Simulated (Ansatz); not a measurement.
# Work function of bcc Li face by face (PBEsol)

Does the work function of Li follow how densely a face is packed?

All values are computed: Ansatz 0.2.0, PBEsol, plane waves, scalar-relativistic unless marked; slabs or sheets with vacuum, the vacuum level from the planar mean of the electrostatic potential.

| face | atoms in the slab | top-layer atoms per Å² | work function (eV) |
| --- | --- | --- | --- |
| (210) | 12 | 0.036 | 3.02 |
| (111) | 18 | 0.047 | 2.91 |
| (211) | 12 | 0.066 | 3.01 |
| (100) | 8 | 0.081 | 2.98 |
| (110) | 6 | 0.115 | 3.17 |

The densest face listed is +0.15 eV against the most open one. The two ends fit Smoluchowski's order, but the faces between don't rise in step with packing, so thin-slab scatter or the band structure matters as much.

The slabs are 1×1 cuts on the parent's lattice, 8.1 to 16.8 Å between the outer relaxed layers.
